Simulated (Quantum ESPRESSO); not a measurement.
# Optical response of SrCl2, part 2 of 3

Aim: the dielectric function of SrCl2, and the optical constants that follow from it.

Quantum ESPRESSO 7.5; DFT, PBE, plane waves with norm-conserving potentials (PseudoDojo), scalar-relativistic, independent-particle optical response without local fields and without the non-local commutator.

So far. Step 2 (Ground state): There is a gap, 5.34 eV on this mesh (points off the mesh can give less), so no carriers' term is needed.

## (3) Ground state with the final occupations

Level of this step: DFT, PBE, plane waves with norm-conserving potentials (PseudoDojo), scalar-relativistic, ground state (Quantum ESPRESSO).

The ground state once more, with the occupations that the first run showed to fit.

scf.in

```
&control
  calculation = 'scf'
  prefix = 'x'
  outdir = './tmp'
  pseudo_dir = './'
  verbosity = 'high'
/
&system
  ibrav = 0
  nat = 3
  ntyp = 2
  ecutwfc = 70
  occupations = 'fixed'
/
&electrons
  conv_thr = 1e-09
  electron_maxstep = 100
/
ATOMIC_SPECIES
  Sr 1.0 Sr.upf
  Cl 1.0 Cl.upf
CELL_PARAMETERS angstrom
  0.000000000000 3.488350000000 3.488350000000
  3.488350000000 0.000000000000 3.488350000000
  3.488350000000 3.488350000000 0.000000000000
ATOMIC_POSITIONS crystal
  Sr 0.000000000000 0.000000000000 0.000000000000
  Cl 0.750000000000 0.750000000000 0.750000000000
  Cl 0.250000000000 0.250000000000 0.250000000000
K_POINTS automatic
  6 6 6 0 0 0
```

Started as:

```sh
mpirun -n 4 pw.x -nk 4 -in scf.in
```

Output:

```text
[banner, memory and clock lines left out]

     using ibrav=0 with symmetry is DISCOURAGED, use correct ibrav instead

     G-vector sticks info

     bravais-lattice index     =            0
     lattice parameter (alat)  =       9.3225  a.u.
     unit-cell volume          =     572.9105 (a.u.)^3
     number of atoms/cell      =            3
     number of atomic types    =            2
     number of electrons       =        24.00
     number of Kohn-Sham states=           12
     kinetic-energy cutoff     =      70.0000  Ry
     charge density cutoff     =     280.0000  Ry
     scf convergence threshold =      1.0E-09
     mixing beta               =       0.7000
     number of iterations used =            8  plain     mixing
     Exchange-correlation= PBE
                           (   1   4   3   4   0   0   0)

     celldm(1)=   9.322533  celldm(2)=   0.000000  celldm(3)=   0.000000
     celldm(4)=   0.000000  celldm(5)=   0.000000  celldm(6)=   0.000000

     crystal axes: (cart. coord. in units of alat)
               a(1) = (   0.000000   0.707107   0.707107 )
               a(2) = (   0.707107   0.000000   0.707107 )
               a(3) = (   0.707107   0.707107   0.000000 )

     reciprocal axes: (cart. coord. in units 2 pi/alat)
               b(1) = ( -0.707107  0.707107  0.707107 )
               b(2) = (  0.707107 -0.707107  0.707107 )
               b(3) = (  0.707107  0.707107 -0.707107 )

     ./Sr.upf
     Pseudo is Norm-conserving + core correction, Zval = 10.0
     Generated using ONCVPSP code by D. R. Hamann
     Using radial grid of 1834 points,  6 beta functions with:
                l(1) =   0
                l(2) =   0
                l(3) =   1
                l(4) =   1
                l(5) =   2
                l(6) =   2

     ./Cl.upf
     Pseudo is Norm-conserving + core correction, Zval =  7.0
     Generated using ONCVPSP code by D. R. Hamann
     Using radial grid of 1028 points,  6 beta functions with:
                l(1) =   0
                l(2) =   0
                l(3) =   1
                l(4) =   1
                l(5) =   2
                l(6) =   2

     atomic species   valence    mass     pseudopotential
     Sr               10.00     1.00000     Sr( 1.00)
     Cl                7.00     1.00000     Cl( 1.00)

     48 Sym. Ops., with inversion, found

                                    s                        frac. trans.

     [... symmetry matrices left out ...]
   Cartesian axes

     site n.     atom                  positions (alat units)
         1        Sr     tau(   1) = (   0.0000000   0.0000000   0.0000000  )
         2        Cl     tau(   2) = (   1.0606602   1.0606602   1.0606602  )
         3        Cl     tau(   3) = (   0.3535534   0.3535534   0.3535534  )

   Crystallographic axes

     site n.     atom                  positions (cryst. coord.)
         1        Sr     tau(   1) = (  0.0000000  0.0000000  0.0000000  )
         2        Cl     tau(   2) = (  0.7500000  0.7500000  0.7500000  )
         3        Cl     tau(   3) = (  0.2500000  0.2500000  0.2500000  )

     number of k points=    16
                       cart. coord. in units 2pi/alat
        k(    1) = (   0.0000000   0.0000000   0.0000000), wk =   0.0092593
        k(    2) = (   0.1178511   0.1178511  -0.1178511), wk =   0.0740741
        k(    3) = (   0.2357023   0.2357023  -0.2357023), wk =   0.0740741
        k(    4) = (  -0.3535534  -0.3535534   0.3535534), wk =   0.0370370
        k(    5) = (   0.2357023   0.0000000  -0.0000000), wk =   0.0555556
        k(    6) = (   0.3535534   0.1178511  -0.1178511), wk =   0.2222222
        k(    7) = (  -0.2357023  -0.4714045   0.4714045), wk =   0.2222222
        k(    8) = (  -0.1178511  -0.3535534   0.3535534), wk =   0.2222222
        k(    9) = (   0.0000000  -0.2357023   0.2357023), wk =   0.1111111
        k(   10) = (   0.4714045   0.0000000  -0.0000000), wk =   0.0555556
        k(   11) = (  -0.1178511  -0.5892557   0.5892557), wk =   0.2222222
        k(   12) = (  -0.0000000  -0.4714045   0.4714045), wk =   0.1111111
        k(   13) = (  -0.7071068   0.0000000   0.0000000), wk =   0.0277778
        k(   14) = (  -0.2357023  -0.4714045   0.7071068), wk =   0.2222222
        k(   15) = (  -0.1178511  -0.3535534   0.5892557), wk =   0.2222222
        k(   16) = (  -0.7071068   0.2357023   0.0000000), wk =   0.1111111

                       cryst. coord.
[...]
k(    9) = (   0.0000000   0.1666667  -0.1666667), wk =   0.1111111
        k(   10) = (  -0.0000000   0.3333333   0.3333333), wk =   0.0555556
        k(   11) = (   0.0000000   0.3333333  -0.5000000), wk =   0.2222222
        k(   12) = (   0.0000000   0.3333333  -0.3333333), wk =   0.1111111
        k(   13) = (   0.0000000  -0.5000000  -0.5000000), wk =   0.0277778
        k(   14) = (   0.1666667   0.3333333  -0.5000000), wk =   0.2222222
        k(   15) = (   0.1666667   0.3333333  -0.3333333), wk =   0.2222222
        k(   16) = (   0.1666667  -0.5000000  -0.3333333), wk =   0.1111111

     Dense  grid:    45239 G-vectors     FFT dimensions: (  50,  50,  50)

     Initial potential from superposition of free atoms

     starting charge      23.9916, renormalised to      24.0000
     Starting wfcs are   13 randomized atomic wfcs

     Self-consistent Calculation

     iteration #  1     ecut=    70.00 Ry     beta= 0.70
     Davidson diagonalization with overlap

            62 MiB given to the printing process from OS
            35 MiB allocation reported by mallinfo(arena+hblkhd)
------------------
     ethr =  1.00E-02,  avg # of iterations =  1.7

     Threshold (ethr) on eigenvalues was too large:
     Diagonalizing with lowered threshold

     Davidson diagonalization with overlap

            68 MiB given to the printing process from OS
            40 MiB allocation reported by mallinfo(arena+hblkhd)
------------------
     ethr =  4.87E-04,  avg # of iterations =  2.6

     total energy              =    -134.58107029 Ry
     estimated scf accuracy    <       0.09235652 Ry

     iteration #  2     ecut=    70.00 Ry     beta= 0.70
     Davidson diagonalization with overlap

            80 MiB given to the printing process from OS
            53 MiB allocation reported by mallinfo(arena+hblkhd)
------------------
     ethr =  3.85E-04,  avg # of iterations =  2.8

     total energy              =    -134.60992890 Ry
     estimated scf accuracy    <       0.01982466 Ry

     iteration #  3     ecut=    70.00 Ry     beta= 0.70
     Davidson diagonalization with overlap

            82 MiB given to the printing process from OS
            54 MiB allocation reported by mallinfo(arena+hblkhd)
------------------
     ethr =  8.26E-05,  avg # of iterations =  2.0

     total energy              =    -134.61362212 Ry
     estimated scf accuracy    <       0.00061117 Ry

     iteration #  4     ecut=    70.00 Ry     beta= 0.70
     Davidson diagonalization with overlap

            83 MiB given to the printing process from OS
            56 MiB allocation reported by mallinfo(arena+hblkhd)
------------------
     ethr =  2.55E-06,  avg # of iterations =  4.1

     total energy              =    -134.61387482 Ry
     estimated scf accuracy    <       0.00021034 Ry

     iteration #  5     ecut=    70.00 Ry     beta= 0.70
     Davidson diagonalization with overlap

            85 MiB given to the printing process from OS
            57 MiB allocation reported by mallinfo(arena+hblkhd)
------------------
     ethr =  8.76E-07,  avg # of iterations =  2.0

     total energy              =    -134.61390518 Ry
     estimated scf accuracy    <       0.00000681 Ry

     iteration #  6     ecut=    70.00 Ry     beta= 0.70
     Davidson diagonalization with overlap

            86 MiB given to the printing process from OS
            58 MiB allocation reported by mallinfo(arena+hblkhd)
------------------
     ethr =  2.84E-08,  avg # of iterations =  4.9

     total energy              =    -134.61391054 Ry
     estimated scf accuracy    <       0.00000225 Ry

     iteration #  7     ecut=    70.00 Ry     beta= 0.70
     Davidson diagonalization with overlap

            87 MiB given to the printing process from OS
            60 MiB allocation reported by mallinfo(arena+hblkhd)
------------------
     ethr =  9.36E-09,  avg # of iterations =  2.0

     total energy              =    -134.61391078 Ry
     estimated scf accuracy    <       0.00000013 Ry

     iteration #  8     ecut=    70.00 Ry     beta= 0.70
     Davidson diagonalization with overlap

            89 MiB given to the printing process from OS
            61 MiB allocation reported by mallinfo(arena+hblkhd)
------------------
     ethr =  5.26E-10,  avg # of iterations =  3.8

     total energy              =    -134.61391084 Ry
     estimated scf accuracy    <          8.5E-09 Ry

     iteration #  9     ecut=    70.00 Ry     beta= 0.70
     Davidson diagonalization with overlap

            90 MiB given to the printing process from OS
            62 MiB allocation reported by mallinfo(arena+hblkhd)
------------------
     ethr =  3.55E-11,  avg # of iterations =  2.9

     End of self-consistent calculation

          k = 0.0000 0.0000 0.0000 (  5769 PWs)   bands (ev):

   -29.6925 -11.6818 -11.6818 -11.6818 -10.1551  -9.3077   1.0280   1.0280
     1.0280   2.8102   2.8102   2.8102

     occupation numbers
     1.0000   1.0000   1.0000   1.0000   1.0000   1.0000   1.0000   1.0000
     1.0000   1.0000   1.0000   1.0000

          k = 0.1179 0.1179-0.1179 (  5708 PWs)   bands (ev):

   -29.6917 -11.7720 -11.6853 -11.6853 -10.0026  -9.3639   1.1290   1.1290
     1.2123   2.5009   2.6621   2.6621

     occupation numbers
     1.0000   1.0000   1.0000   1.0000   1.0000   1.0000   1.0000   1.0000
     1.0000   1.0000   1.0000   1.0000

          k = 0.2357 0.2357-0.2357 (  5678 PWs)   bands (ev):

   -29.6901 -11.9136 -11.6922 -11.6922  -9.7879  -9.4158   1.3843   1.3843
     1.5626   1.9835   2.3333   2.3333

     occupation numbers
     1.0000   1.0000   1.0000   1.0000   1.0000   1.0000   1.0000   1.0000
     1.0000   1.0000   1.0000   1.0000

          k =-0.3536-0.3536 0.3536 (  5624 PWs)   bands (ev):

   -29.6893 -11.9718 -11.6957 -11.6957  -9.7573  -9.3729   1.5885   1.5885
     1.6538   1.8309   2.1013   2.1013

     occupation numbers
     1.0000   1.0000   1.0000   1.0000   1.0000   1.0000   1.0000   1.0000
     1.0000   1.0000   1.0000   1.0000

     [... further k points left out ...]

     highest occupied level (ev):     3.1443

!    total energy              =    -134.61391084 Ry
     estimated scf accuracy    <          7.0E-10 Ry

     The total energy is the sum of the following terms:
     one-electron contribution =     -29.14087162 Ry
     hartree contribution      =      23.36674422 Ry
     xc contribution           =     -34.85209580 Ry
     ewald contribution        =     -93.98768764 Ry

     convergence has been achieved in   9 iterations

     XML data file, charge density, pseudopotentials, collected wavefunctions

                                        0.00s GPU  (     164 calls)
```

The job ended after 5.7 s (4 MPI ranks of Arm Neoverse V2, shared host; peak memory 0.09 GiB).

## (4) Bands on the whole mesh, 8×8×8

The response needs many more empty bands than the density does.

This step: DFT, PBE, plane waves with norm-conserving potentials (PseudoDojo), scalar-relativistic, bands at fixed density (Quantum ESPRESSO 7.5).

nscf.in, as its differences from scf.in of step 3:

```diff
@@ -1,3 +1,3 @@
 &control
-  calculation = 'scf'
+  calculation = 'nscf'
   prefix = 'x'
@@ -5,3 +5,2 @@
   pseudo_dir = './'
-  verbosity = 'high'
 /
@@ -13,2 +12,5 @@
   occupations = 'fixed'
+  nbnd = 45
+  nosym = .true.
+  noinv = .true.
 /
@@ -17,2 +19,3 @@
   electron_maxstep = 100
+  diago_full_acc = .true.
 /
@@ -30,2 +33,2 @@
 K_POINTS automatic
-  6 6 6 0 0 0
+  8 8 8 0 0 0
```

Started as:

```sh
mpirun -n 4 pw.x -nk 4 -in nscf.in
```

Output:

```text
[banner, memory and clock lines left out]

     Atomic positions and unit cell read from directory:

     G-vector sticks info

     bravais-lattice index     =            0
     lattice parameter (alat)  =       9.3225  a.u.
     unit-cell volume          =     572.9105 (a.u.)^3
     number of atoms/cell      =            3
     number of atomic types    =            2
     number of electrons       =        24.00
     number of Kohn-Sham states=           45
     kinetic-energy cutoff     =      70.0000  Ry
     charge density cutoff     =     280.0000  Ry
     Exchange-correlation= PBE
                           (   1   4   3   4   0   0   0)

     celldm(1)=   9.322533  celldm(2)=   0.000000  celldm(3)=   0.000000
     celldm(4)=   0.000000  celldm(5)=   0.000000  celldm(6)=   0.000000

     crystal axes: (cart. coord. in units of alat)
               a(1) = (   0.000000   0.707107   0.707107 )
               a(2) = (   0.707107   0.000000   0.707107 )
               a(3) = (   0.707107   0.707107   0.000000 )

     reciprocal axes: (cart. coord. in units 2 pi/alat)
               b(1) = ( -0.707107  0.707107  0.707107 )
               b(2) = (  0.707107 -0.707107  0.707107 )
               b(3) = (  0.707107  0.707107 -0.707107 )

     ./Sr.upf
     Pseudo is Norm-conserving + core correction, Zval = 10.0
     Generated using ONCVPSP code by D. R. Hamann
     Using radial grid of 1834 points,  6 beta functions with:
                l(1) =   0
                l(2) =   0
                l(3) =   1
                l(4) =   1
                l(5) =   2
                l(6) =   2

     ./Cl.upf
     Pseudo is Norm-conserving + core correction, Zval =  7.0
     Generated using ONCVPSP code by D. R. Hamann
     Using radial grid of 1028 points,  6 beta functions with:
                l(1) =   0
                l(2) =   0
                l(3) =   1
                l(4) =   1
                l(5) =   2
                l(6) =   2

     atomic species   valence    mass     pseudopotential
     Sr               10.00     1.00000     Sr( 1.00)
     Cl                7.00     1.00000     Cl( 1.00)

     No symmetry found

   Cartesian axes

     site n.     atom                  positions (alat units)
         1        Sr     tau(   1) = (   0.0000000   0.0000000   0.0000000  )
         2        Cl     tau(   2) = (   1.0606602   1.0606602   1.0606602  )
         3        Cl     tau(   3) = (   0.3535534   0.3535534   0.3535534  )

     number of k points=   512

     Number of k-points >= 100: set verbosity='high' to print them.

     Dense  grid:    45239 G-vectors     FFT dimensions: (  50,  50,  50)

     The potential is recalculated from file :

     Starting wfcs are   13 randomized atomic wfcs +   32 random wfcs

     Band Structure Calculation
     Davidson diagonalization with overlap

     ethr =  4.17E-12,  avg # of iterations = 54.5

     End of band structure calculation

     Number of k-points >= 100: set verbosity='high' to print the bands.

     highest occupied, lowest unoccupied level (ev):     3.1445    8.4874

     XML data file, pseudopotentials, collected wavefunctions

                                        0.00s GPU  (    7185 calls)

[... left out ...]
ulation
     Davidson diagonalization with overlap

     ethr =  4.17E-12,  avg # of iterations = 54.5

     End of band structure calculation

     Number of k-points >= 100: set verbosity='high' to print the bands.

     highest occupied, lowest unoccupied level (ev):     3.1445    8.4874

     XML data file, pseudopotentials, collected wavefunctions

                                        0.00s GPU  (    7185 calls)
```

Run time: 8.9 min. Hardware: 4 MPI ranks; peak memory 0.08 GiB; 36 min of CPU time.

(Continued in part 3 of 3.)

[Machine, clock, banner and «Message from routine» lines are left out of the logs.]

[Logs are printed without paths, hosts, clocks, repeated set-up lines and the standing remarks that a program may print on its own settings, such as how far it seeks lower states.]

[Hosts, paths, dates, database ids (printed as entryN), source tags and the programs' standing remarks are cut or masked in the printed files.]
